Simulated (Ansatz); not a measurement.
# Ta wire along [100], 37 atoms a period: bands along the axis

What gap, if any, does the Ta wire along [100], 37 atoms a period have, and how many channels would it open?

Program: Ansatz 0.2.0. Level of theory: DFT PBE, plane waves, PAW; relaxation of a wire's period; PAW set soft_1, in the first sound run; inputs show where later runs differ. Results are calculated unless marked as measured.

### Step 1. The starting structure

The cell holds 37 atoms: 37 Ta. Its edges and angles: a = 20.080 Å, b = 20.080 Å, c = 3.320 Å, α = 90.0°, β = 90.0°, γ = 90.0°. Vacuum lies along a and b. The structure's axis is c.

### Step 2. Relaxation of atoms and period

Band widths follow the bond lengths, so the wire is relaxed first. The atoms and the third cell vector are free; the box across stays fixed as vacuum. A Fermi-Dirac smearing is set since the result may be a metal. The pressure printed is a third of the stress's trace over the whole box, vacuum included; only the stress along the axis is relaxed.

The input, input.yaml:

```yaml
crystal:
  lattice:
    - [20.08, 0.0, 0.0]
    - [0.0, 20.08, 0.0]
    - [0.0, 0.0, 3.32]
  atoms:
    - { symbol: Ta, position: [0.169322709, 0.334661355, 0.0] }
    - { symbol: Ta, position: [0.169322709, 0.5, 0.0] }
    - { symbol: Ta, position: [0.169322709, 0.665338645, 0.0] }
    - { symbol: Ta, position: [0.334661355, 0.169322709, 0.0] }
    - { symbol: Ta, position: [0.334661355, 0.334661355, 0.0] }
    - { symbol: Ta, position: [0.334661355, 0.5, 0.0] }
    - { symbol: Ta, position: [0.334661355, 0.665338645, 0.0] }
    - { symbol: Ta, position: [0.334661355, 0.830677291, 0.0] }
    - { symbol: Ta, position: [0.5, 0.169322709, 0.0] }
    - { symbol: Ta, position: [0.5, 0.334661355, 0.0] }
    - { symbol: Ta, position: [0.5, 0.5, 0.0] }
    - { symbol: Ta, position: [0.5, 0.665338645, 0.0] }
    - { symbol: Ta, position: [0.5, 0.830677291, 0.0] }
    - { symbol: Ta, position: [0.665338645, 0.169322709, 0.0] }
    - { symbol: Ta, position: [0.665338645, 0.334661355, 0.0] }
    - { symbol: Ta, position: [0.665338645, 0.5, 0.0] }
    - { symbol: Ta, position: [0.665338645, 0.665338645, 0.0] }
    - { symbol: Ta, position: [0.665338645, 0.830677291, 0.0] }
    - { symbol: Ta, position: [0.830677291, 0.334661355, 0.0] }
    - { symbol: Ta, position: [0.830677291, 0.5, 0.0] }
    - { symbol: Ta, position: [0.830677291, 0.665338645, 0.0] }
    - { symbol: Ta, position: [0.251992032, 0.251992032, 0.5] }
    - { symbol: Ta, position: [0.251992032, 0.417330677, 0.5] }
    - { symbol: Ta, position: [0.251992032, 0.582669323, 0.5] }
    - { symbol: Ta, position: [0.251992032, 0.748007968, 0.5] }
    - { symbol: Ta, position: [0.417330677, 0.251992032, 0.5] }
    - { symbol: Ta, position: [0.417330677, 0.417330677, 0.5] }
    - { symbol: Ta, position: [0.417330677, 0.582669323, 0.5] }
    - { symbol: Ta, position: [0.417330677, 0.748007968, 0.5] }
    - { symbol: Ta, position: [0.582669323, 0.251992032, 0.5] }
    - { symbol: Ta, position: [0.582669323, 0.417330677, 0.5] }
    - { symbol: Ta, position: [0.582669323, 0.582669323, 0.5] }
    - { symbol: Ta, position: [0.582669323, 0.748007968, 0.5] }
    - { symbol: Ta, position: [0.748007968, 0.251992032, 0.5] }
    - { symbol: Ta, position: [0.748007968, 0.417330677, 0.5] }
    - { symbol: Ta, position: [0.748007968, 0.582669323, 0.5] }
    - { symbol: Ta, position: [0.748007968, 0.748007968, 0.5] }
kpoints:
  mp_grid: { grid: [1, 1, 25] }
scf:
  occupations: { method: fermi_dirac, width: 0.05 }
hamiltonian:
  xc: pbe
  pseudopotentials: { kind: paw, azcp: { folder: soft_1 } }
relax:
  cell: { fix: [a, b, alpha, beta, gamma] }
  max_steps: 45
  f_tol: 0.03
```

The run is started by

```
$ ansatz run input.yaml --threads 16 --pin off --max-ram 61440MiB --backend cuda --events-out ev --progress --plain --runs-dir out --max-vram 78GiB
```

Numbers of over 12 decimals in the logs are rounded to 6 here.

Log:

```text
Engine: ansatz 0.2.0, aarch64-unknown-linux-gnu
Pseudopotentials: kind: paw
Pseudopotential: Ta, paw, valence charge 13, recommended cutoff 420 eV (normal), soft_1/Ta.paw.azcp
Functional definition: PBE
  parameter kappa = 0.804
  parameter beta = 0.066725
  exchange = pbe_x(kappa = kappa, mu = beta*pi^2/3)
  correlation = pbe_c(beta = beta)
[...]
Crystal: 37 atoms, lattice volume = 1338.645 Å³
Basis set: ecut = 420 eV, 26235 PW (Γ), exchange–correlation on 270×270×48 points (8 copies of the dense FFT grid, shifted against one another)
Bands: 289, of which v1, the nominal top of the filled ones, is band 241 counted from 1 (240 counted from 0)
Symmetry: 16 space group operations
Space group: P4/mmm (ITA 123), of the structure as read, at distance tolerance 1.1e-4 Å
k-points: 13 of 25
Non-local potential: Ta, projectors of the file, l = 0: 3, l = 1: 2, l = 2: 2, l = 3: 1
PAW form: soft (Blöchl's): semilocal exchange-correlation on the pseudo side does not see the compensation charge
PAW one-centre angular grid: Ta, 590 points (default); XC on 64 Gauss nodes
Initial density: superposition of atomic densities (neutral atoms: chi_scale 0, normalization atom)
Initial wavefunctions: pseudopotential atomic-orbital guess
[...]
Functional: x = pbe(κ = 0.804, μ = 0.219515), c = pbe(β = 0.066725)
SCF iter   1: F=—  HF=-367541.711489 eV  |F-HF|=—  |Δ(HF+E_count)|=         —  Δρ=5.49e-2  dr2=7.79e2  ethr=3.10e-3  ⟨swp⟩=9.8  Hψ=17266  notcnv=0  defer=71
preconditioner: auto → LDOS  [metal: Δε(μ)=0.014 eV  Ē_g=4.288 eV  σ=0.050 eV  W_gap=0.07  n_scr=290 (ndim 8)  ℏωp=13.8 eV  f_vac=0.361  D(μ)=24.30/eV (n_scr^D=100)  β→1.0]
SCF iter   2: F=—  HF=-367615.676153 eV  |F-HF|=—  |Δ(HF+E_count)|=    7.40e1  Δρ=1.21e-1  dr2=5.62e3  ethr=3.10e-3  ⟨swp⟩=11.3  Hψ=22327  notcnv=0  defer=254  recentre
[...]
SCF iter  13: F=-367500.224506 eV  HF=-367500.224506 eV  |F-HF|=3.84e-9  |Δ(HF+E_count)|=   9.26e-8  Δρ=8.73e-7  dr2=1.44e-8  ethr=2.08e-11  ⟨swp⟩=5.3  Hψ=11527  notcnv=0
SCF 1 converged in 13 iterations: F = -367500.224506 eV  dr2 = 1.44e-8
  greatest PAW one-centre occupation: 0.999 electrons in one spin orbital (limit 2), on the Ta atom at site 35 (counted from 0), in its partial waves of l = 0
relax step   1: F+E_penalty+E_count = -367500.22450564 eV  Δ(F+E_penalty+E_count) = +0.000e0 eV  max|allowed force component| = 1.651e0 eV/Å  Δτ_max = 0.0000 Å  P = -5.360 GPa  Ω = 1338.645 Å³  fix = [a, b, alpha, beta, gamma]  reactions: a -4.725, b -4.725 GPa  (13 SCF iters, dr2 threshold 1.00e-7 eV, accepted)
[...]
Crystal: 37 atoms, lattice volume = 1273.542 Å³
Basis set: ecut = 420 eV, 24867 PW (Γ), exchange–correlation on 270×270×48 points (8 copies of the dense FFT grid, shifted against one another)
[...]
iter 1 solved again at ethr=2.88e-3 eV; its pass at ethr=3.10e-3 eV (dr2=1.38e1 eV) is discarded
SCF iter   1: F=—  HF=-367503.584321 eV  |F-HF|=—  |Δ(HF+E_count)|=         —  Δρ=1.56e-2  dr2=1.40e1  ethr=2.88e-3  ⟨swp⟩=3.0  Hψ=19359  notcnv=0
preconditioner: auto → LDOS  [metal: Δε(μ)=0.008 eV  Ē_g=3.640 eV  σ=0.050 eV  W_gap=0.04  n_scr=266 (ndim 8)  ℏωp=14.2 eV  f_vac=0.388  D(μ)=51.00/eV (n_scr^D=442)  β→1.0]
SCF iter   2: F=—  HF=-367502.458711 eV  |F-HF|=—  |Δ(HF+E_count)|=    1.13e0  Δρ=8.40e-3  dr2=2.72e0  ethr=2.88e-3  ⟨swp⟩=3.5  Hψ=7196  notcnv=0  defer=26
[...]
SCF iter   8: F=-367502.118784 eV  HF=-367502.118784 eV  |F-HF|=9.21e-7  |Δ(HF+E_count)|=   1.16e-5  Δρ=8.95e-6  dr2=2.31e-6  ethr=7.69e-10  ⟨swp⟩=5.3  Hψ=13926  notcnv=0
SCF 2 converged in 8 iterations: F = -367502.118784 eV  dr2 = 2.31e-6
  greatest PAW one-centre occupation: 0.999 electrons in one spin orbital (limit 2), on the Ta atom at site 14 (counted from 0), in its partial waves of l = 0
relax step   2: F+E_penalty+E_count = -367502.11878358 eV  Δ(F+E_penalty+E_count) = -1.894e0 eV  max|allowed force component| = 8.971e-1 eV/Å  Δτ_max = 0.1737 Å  P = +2.653 GPa  Ω = 1273.542 Å³  energy of the carried Pulay correction = +7.227e-3 eV  fix = [a, b, alpha, beta, gamma]  reactions: a +1.925, b +1.925 GPa  (8 SCF iters, dr2 threshold 3.70e-6 eV, accepted)
[...]
Crystal: 37 atoms, lattice volume = 1307.030 Å³
[...]
SCF 3 converged in 8 iterations: F = -367502.653916 eV  dr2 = 8.56e-7
[...]
SCF 4 converged in 7 iterations: F = -367502.697635 eV  dr2 = 9.48e-7
[...]
SCF 5 converged in 7 iterations: F = -367502.700050 eV  dr2 = 1.32e-7
[...]
SCF 6 converged in 6 iterations: F = -367502.696061 eV  dr2 = 2.28e-10
[...]
SCF converged after 6 iterations
[...]
--- Relaxed structure (5 steps of the walk, 5 accepted, 1 SCFs on fresh bases) ---
  F+E_penalty+E_count = -367502.69606118 eV   max|allowed force component| = 1.030e-2 eV/Å   (the final SCF, on the basis selected at the relaxed cell)
  cell:  # Å, volume = 1301.2349 Å³
    - [20.08, 0.0, 0.0]
    - [0.0, 20.08, 0.0]
    - [0.0, 0.0, 3.227218]
  atoms:
    - { symbol: Ta, position: [0.177191, 0.337650, 0.0] }
    - { symbol: Ta, position: [0.173812, 0.5, 0.0] }
    - { symbol: Ta, position: [0.177191, 0.662350, 0.0] }
    - { symbol: Ta, position: [0.337650, 0.177191, 0.0] }
    - { symbol: Ta, position: [0.333136, 0.333136, 0.0] }
    - { symbol: Ta, position: [0.333072, 0.5, 0.0] }
    - { symbol: Ta, position: [0.333136, 0.666864, 0.0] }
    - { symbol: Ta, position: [0.337650, 0.822809, 0.0] }
    - { symbol: Ta, position: [0.5, 0.173812, 0.0] }
    - { symbol: Ta, position: [0.5, 0.333072, 0.0] }
    - { symbol: Ta, position: [0.5, 0.5, 0.0] }
    - { symbol: Ta, position: [0.5, 0.666928, 0.0] }
    - { symbol: Ta, position: [0.5, 0.826188, 0.0] }
    - { symbol: Ta, position: [0.662350, 0.177191, 0.0] }
    - { symbol: Ta, position: [0.666864, 0.333136, 0.0] }
    - { symbol: Ta, position: [0.666928, 0.5, 0.0] }
    - { symbol: Ta, position: [0.666864, 0.666864, 0.0] }
    - { symbol: Ta, position: [0.662350, 0.822809, 0.0] }
    - { symbol: Ta, position: [0.822809, 0.337650, 0.0] }
    - { symbol: Ta, position: [0.826188, 0.5, 0.0] }
    - { symbol: Ta, position: [0.822809, 0.662350, 0.0] }
    - { symbol: Ta, position: [0.251776, 0.251776, 0.500000] }
    - { symbol: Ta, position: [0.251075, 0.417204, 0.500000] }
    - { symbol: Ta, position: [0.251075, 0.582796, 0.500000] }
    - { symbol: Ta, position: [0.251776, 0.748224, 0.500000] }
    - { symbol: Ta, position: [0.417204, 0.251075, 0.500000] }
    - { symbol: Ta, position: [0.417656, 0.417656, 0.500000] }
    - { symbol: Ta, position: [0.417656, 0.582344, 0.500000] }
    - { symbol: Ta, position: [0.417204, 0.748925, 0.500000] }
    - { symbol: Ta, position: [0.582796, 0.251075, 0.500000] }
    - { symbol: Ta, position: [0.582344, 0.417656, 0.500000] }
    - { symbol: Ta, position: [0.582344, 0.582344, 0.500000] }
    - { symbol: Ta, position: [0.582796, 0.748925, 0.500000] }
    - { symbol: Ta, position: [0.748224, 0.251776, 0.500000] }
    - { symbol: Ta, position: [0.748925, 0.417204, 0.500000] }
    - { symbol: Ta, position: [0.748925, 0.582796, 0.500000] }
    - { symbol: Ta, position: [0.748224, 0.748224, 0.500000] }
```

Elapsed: 14 s, on 1 × NVIDIA GB200 with 16 threads of Arm Neoverse V2, shared host; peak memory 1.5 GiB.

The steps of the relaxation:

```
step  energy less that of the first step (eV)  largest force component (eV/Å)  pressure (GPa)  volume (Å³)
   1                                   0.0000                          1.6513           -5.36      1338.65
   2                                  -1.8943                          0.8971            2.65      1273.54
   3                                  -2.4294                          0.2265           -0.45      1307.03
   4                                  -2.4731                          0.0501           -0.10      1299.00
   5                                  -2.4755                          0.0103           -0.08      1301.23
   6                                  -2.4716                          0.0103           -0.08      1301.23
```

The log counts 1 steps on a newly chosen plane-wave basis, not all of them marked here; energy and pressure can jump at such steps.

The run keeps the 16 symmetry operations that it works with, so distortions that break them were not tested.

```csv
cell as run,before,after,change
c (Å),3.320,3.227,-2.8 %
```

The atoms that moved most (Å, along periodic axes as changes of fractional coordinates times the final cell, across vacuum about the mean position):

```csv
atom,dx,dy,dz,length
Ta1,0.158,0.060,0.000,0.169
Ta4,0.060,0.158,0.000,0.169
Ta3,0.158,-0.060,0.000,0.169
Ta14,-0.060,0.158,0.000,0.169
Ta8,0.060,-0.158,0.000,0.169
Ta19,-0.158,0.060,0.000,0.169
Ta18,-0.060,-0.158,0.000,0.169
Ta21,-0.158,-0.060,0.000,0.169
```

Numbers from this step:

```
energy at zero smearing    : -367502.5013 eV
cell length along the wire : 3.227 Å
```

The cell's length comes to 3.227 Å with spin left out.

### Step 3. The perfect wire

This step: DFT PBE, plane waves, PAW; bands of a perfect wire; PAW set soft_1 (Ansatz 0.2.0).

At the relaxed period the bands are computed along the axis; those that cross an energy going forward count the channels that a perfect wire would open there.

The input, input.yaml:

```yaml
crystal:
  lattice:
    - [20.08, 0.0, 0.0]
    - [0.0, 20.08, 0.0]
    - [0.0, 0.0, 3.2272179667]
  atoms:
    - { symbol: Ta, position: [0.17719068, 0.337649922, 0.0] }
    - { symbol: Ta, position: [0.173811943, 0.5, 0.0] }
    - { symbol: Ta, position: [0.17719068, 0.662350078, 0.0] }
    - { symbol: Ta, position: [0.337649922, 0.17719068, 0.0] }
    - { symbol: Ta, position: [0.333136383, 0.333136383, 0.0] }
    - { symbol: Ta, position: [0.333072286, 0.5, 0.0] }
    - { symbol: Ta, position: [0.333136383, 0.666863617, 0.0] }
    - { symbol: Ta, position: [0.337649922, 0.82280932, 0.0] }
    - { symbol: Ta, position: [0.5, 0.173811943, 0.0] }
    - { symbol: Ta, position: [0.5, 0.333072286, 0.0] }
    - { symbol: Ta, position: [0.5, 0.5, 0.0] }
    - { symbol: Ta, position: [0.5, 0.666927714, 0.0] }
    - { symbol: Ta, position: [0.5, 0.826188057, 0.0] }
    - { symbol: Ta, position: [0.662350078, 0.17719068, 0.0] }
    - { symbol: Ta, position: [0.666863617, 0.333136383, 0.0] }
    - { symbol: Ta, position: [0.666927714, 0.5, 0.0] }
    - { symbol: Ta, position: [0.666863617, 0.666863617, 0.0] }
    - { symbol: Ta, position: [0.662350078, 0.82280932, 0.0] }
    - { symbol: Ta, position: [0.82280932, 0.337649922, 0.0] }
    - { symbol: Ta, position: [0.826188057, 0.5, 0.0] }
    - { symbol: Ta, position: [0.82280932, 0.662350078, 0.0] }
    - { symbol: Ta, position: [0.251776352, 0.251776352, 0.5] }
    - { symbol: Ta, position: [0.251074631, 0.417203527, 0.5] }
    - { symbol: Ta, position: [0.251074631, 0.582796473, 0.5] }
    - { symbol: Ta, position: [0.251776352, 0.748223648, 0.5] }
    - { symbol: Ta, position: [0.417203527, 0.251074631, 0.5] }
    - { symbol: Ta, position: [0.41765592, 0.41765592, 0.5] }
    - { symbol: Ta, position: [0.41765592, 0.58234408, 0.5] }
    - { symbol: Ta, position: [0.417203527, 0.748925369, 0.5] }
    - { symbol: Ta, position: [0.582796473, 0.251074631, 0.5] }
    - { symbol: Ta, position: [0.58234408, 0.41765592, 0.5] }
    - { symbol: Ta, position: [0.58234408, 0.58234408, 0.5] }
    - { symbol: Ta, position: [0.582796473, 0.748925369, 0.5] }
    - { symbol: Ta, position: [0.748223648, 0.251776352, 0.5] }
    - { symbol: Ta, position: [0.748925369, 0.417203527, 0.5] }
    - { symbol: Ta, position: [0.748925369, 0.582796473, 0.5] }
    - { symbol: Ta, position: [0.748223648, 0.748223648, 0.5] }
kpoints:
  mp_grid: { grid: [1, 1, 25] }
  band_path: { path: ["Γ", Z], npoints: 90 }
scf:
  occupations: { method: fermi_dirac, width: 0.05 }
hamiltonian:
  xc: pbe
  pseudopotentials: { kind: paw, azcp: { folder: soft_1 } }
output:
  dos: { e_range: [-5, 4] }
  write_potential: true
  write_density: true
  volumetric_format: npy
```

Log:

```text
[...]
Crystal: 37 atoms, lattice volume = 1301.235 Å³
Basis set: ecut = 420 eV, 25531 PW (Γ)
Bands: 289, of which v1, the nominal top of the filled ones, is band 241 counted from 1 (240 counted from 0)
[... 1 set-up line as in the run before ...]
[...]
k-points: 13 of 25
[...]
SCF iter   1: F=—  HF=-367542.183206 eV  |F-HF|=—  |Δ(HF+E_count)|=         —  Δρ=5.35e-2  dr2=6.37e2  ethr=3.10e-3  ⟨swp⟩=10.2  Hψ=17698  notcnv=0  defer=101
[...]
SCF iter   6: F=—  HF=-367502.708253 eV  |F-HF|=—  |Δ(HF+E_count)|=   8.96e-3  Δρ=1.33e-3  dr2=2.33e-1  ethr=1.49e-4  ⟨swp⟩=2.3  Hψ=4939  notcnv=0  defer=236
[...]
SCF iter  11: F=—  HF=-367502.696207 eV  |F-HF|=—  |Δ(HF+E_count)|=   3.90e-3  Δρ=6.99e-6  dr2=1.68e-6  ethr=2.16e-9  ⟨swp⟩=3.0  Hψ=6678  notcnv=0  defer=236
[...]
SCF iter  13: F=-367502.696207 eV  HF=-367502.696207 eV  |F-HF|=3.20e-9  |Δ(HF+E_count)|=   8.39e-8  Δρ=7.69e-7  dr2=1.21e-8  ethr=2.08e-11  ⟨swp⟩=19.7  Hψ=15173  notcnv=0
SCF 1 converged in 13 iterations: F = -367502.696207 eV  dr2 = 1.21e-8
[...]
NSCF: frozen V_eff on 91 k-points
[...]
SCF converged after 13 iterations
[...]
```

Run time: 18 s. Hardware: 1 × NVIDIA GB200 with 16 threads; peak memory 2.8 GiB; 3.2 min of CPU time.

In the SCF lines HF is the Harris–Foulkes energy and dr2 the Hartree energy of the density residual, in eV; the loop may stop once dr2 is under the threshold and the program's other checks hold. Hψ counts applications of the Hamiltonian.

Numbers from this step:

| Item | Value |
| --- | --- |
| energy at zero smearing | -367502.5015 eV |
| band gap on the path through both edges | 0 eV |

The electronic bands at the labelled points (eV, zero at the Fermi level; # counts the bands kept):

```
  point    #42    #43    #44    #45    #46    #47    #48    #49
      Γ   0.28   0.28   0.32   0.37   0.39   0.41   0.41   0.45
halfway  -0.40  -0.37  -0.35  -0.35  -0.32  -0.21  -0.21  -0.10
      Z  -0.20  -0.09  -0.01  -0.01   0.18   0.19   0.19   0.28
```

Between Γ and Z the bands cross the Fermi level 35 times, so a perfect wire would conduct at least 35 G₀, with spin left out.

### Step 4. Outcome

- cell length, PBE: 3.227 Å
- ballistic conductance by band crossings, a lower bound, PBE: 35 G₀

In words: Under PBE the cell's length is 3.23 Å, and the bands cross the Fermi level 35 times between Γ and Z, which gives a perfect wire at least 35 G₀ (opposite crossings within one step of the path cancel in such a count). No spin was allowed, though thin wires with open d shells can turn magnetic. Spin-orbit coupling is left out, which matters for the bands of heavy atoms.

[Logs are printed without paths, hosts, clocks, repeated set-up lines and the standing remarks that a program may print on its own settings, such as how far it seeks lower states.]

[Hosts, paths, dates, database ids (printed as entryN), source tags and the programs' standing remarks are cut or masked in the printed files.]
